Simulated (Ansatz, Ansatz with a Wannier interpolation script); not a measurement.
An input for Ansatz 0.2.0 (SiO2 (P3_221)):

```yaml
crystal:
  lattice:
    - [4.91636, 0.0, 0.0]
    - [-2.45818, 4.25769265, 0.0]
    - [0.0, 0.0, 5.4084]
  atoms:
    - { symbol: Si, position: [0.46973, 0.0, 0.66666667] }
    - { symbol: Si, position: [0.0, 0.46973, 0.33333333] }
    - { symbol: Si, position: [0.53027, 0.53027, 0.0] }
    - { symbol: O, position: [0.41354, 0.26758, 0.78558] }
    - { symbol: O, position: [0.73242, 0.14596, 0.45224667] }
    - { symbol: O, position: [0.85404, 0.58646, 0.11891333] }
    - { symbol: O, position: [0.26758, 0.41354, 0.21442] }
    - { symbol: O, position: [0.14596, 0.73242, 0.54775333] }
    - { symbol: O, position: [0.58646, 0.85404, 0.88108667] }
kpoints:
  mp_grid: { grid: [6, 6, 4] }
hamiltonian:
  xc: lda
  pseudopotentials: { kind: paw, azcp: { folder: soft_1 }, xc_functional: pbe }
scf:
  occupations: { method: fixed }
  n_extra_bands: 60
output:
  wannier:
    kmesh: [6, 6, 4]
    projections:
      - { species: O, l: p, shell: 2 }
      - { species: Si, l: s, shell: 3 }
      - { species: Si, l: p, shell: 3 }
    minimise: true
    write_hr: true
    seedname: w
    conv_tol: 1.0e-06
    max_iter: 20000
    stability_check: false
    disentanglement:
      window: [-7.37, 16.72]
      frozen_window: [-7.37, 10.91]
      conv_tol: 1.0e-08
```

```sh
ansatz run input.yaml --threads 3 --pin off --max-ram 92160MiB --backend cuda --events-out ev --progress --plain --runs-dir out --devices 1 --max-vram 13GiB
```

Question: Estimate wall time and host memory on 1 × NVIDIA H100 80GB HBM3 (shared by 6 runs) with 3 threads of AMD EPYC 7R13 (Zen 3), shared host.

It took 73 s; on shared hardware allow 37 s to 2.4 min. Peak host memory was 1.0 GiB.

[Paths, hosts, dates, memory and timing lines, banners, echoed tables and standing remarks are left out of the program output.]

[Logs are printed without paths, hosts, clocks, repeated set-up lines and the standing remarks that a program may print on its own settings, such as how far it seeks lower states.]

[Runs of the session that timed out or met a known fault of the program may be left out.]

[Hosts, paths, dates, database ids (printed as entryN), source tags and the programs' standing remarks are cut or masked in the printed files.]
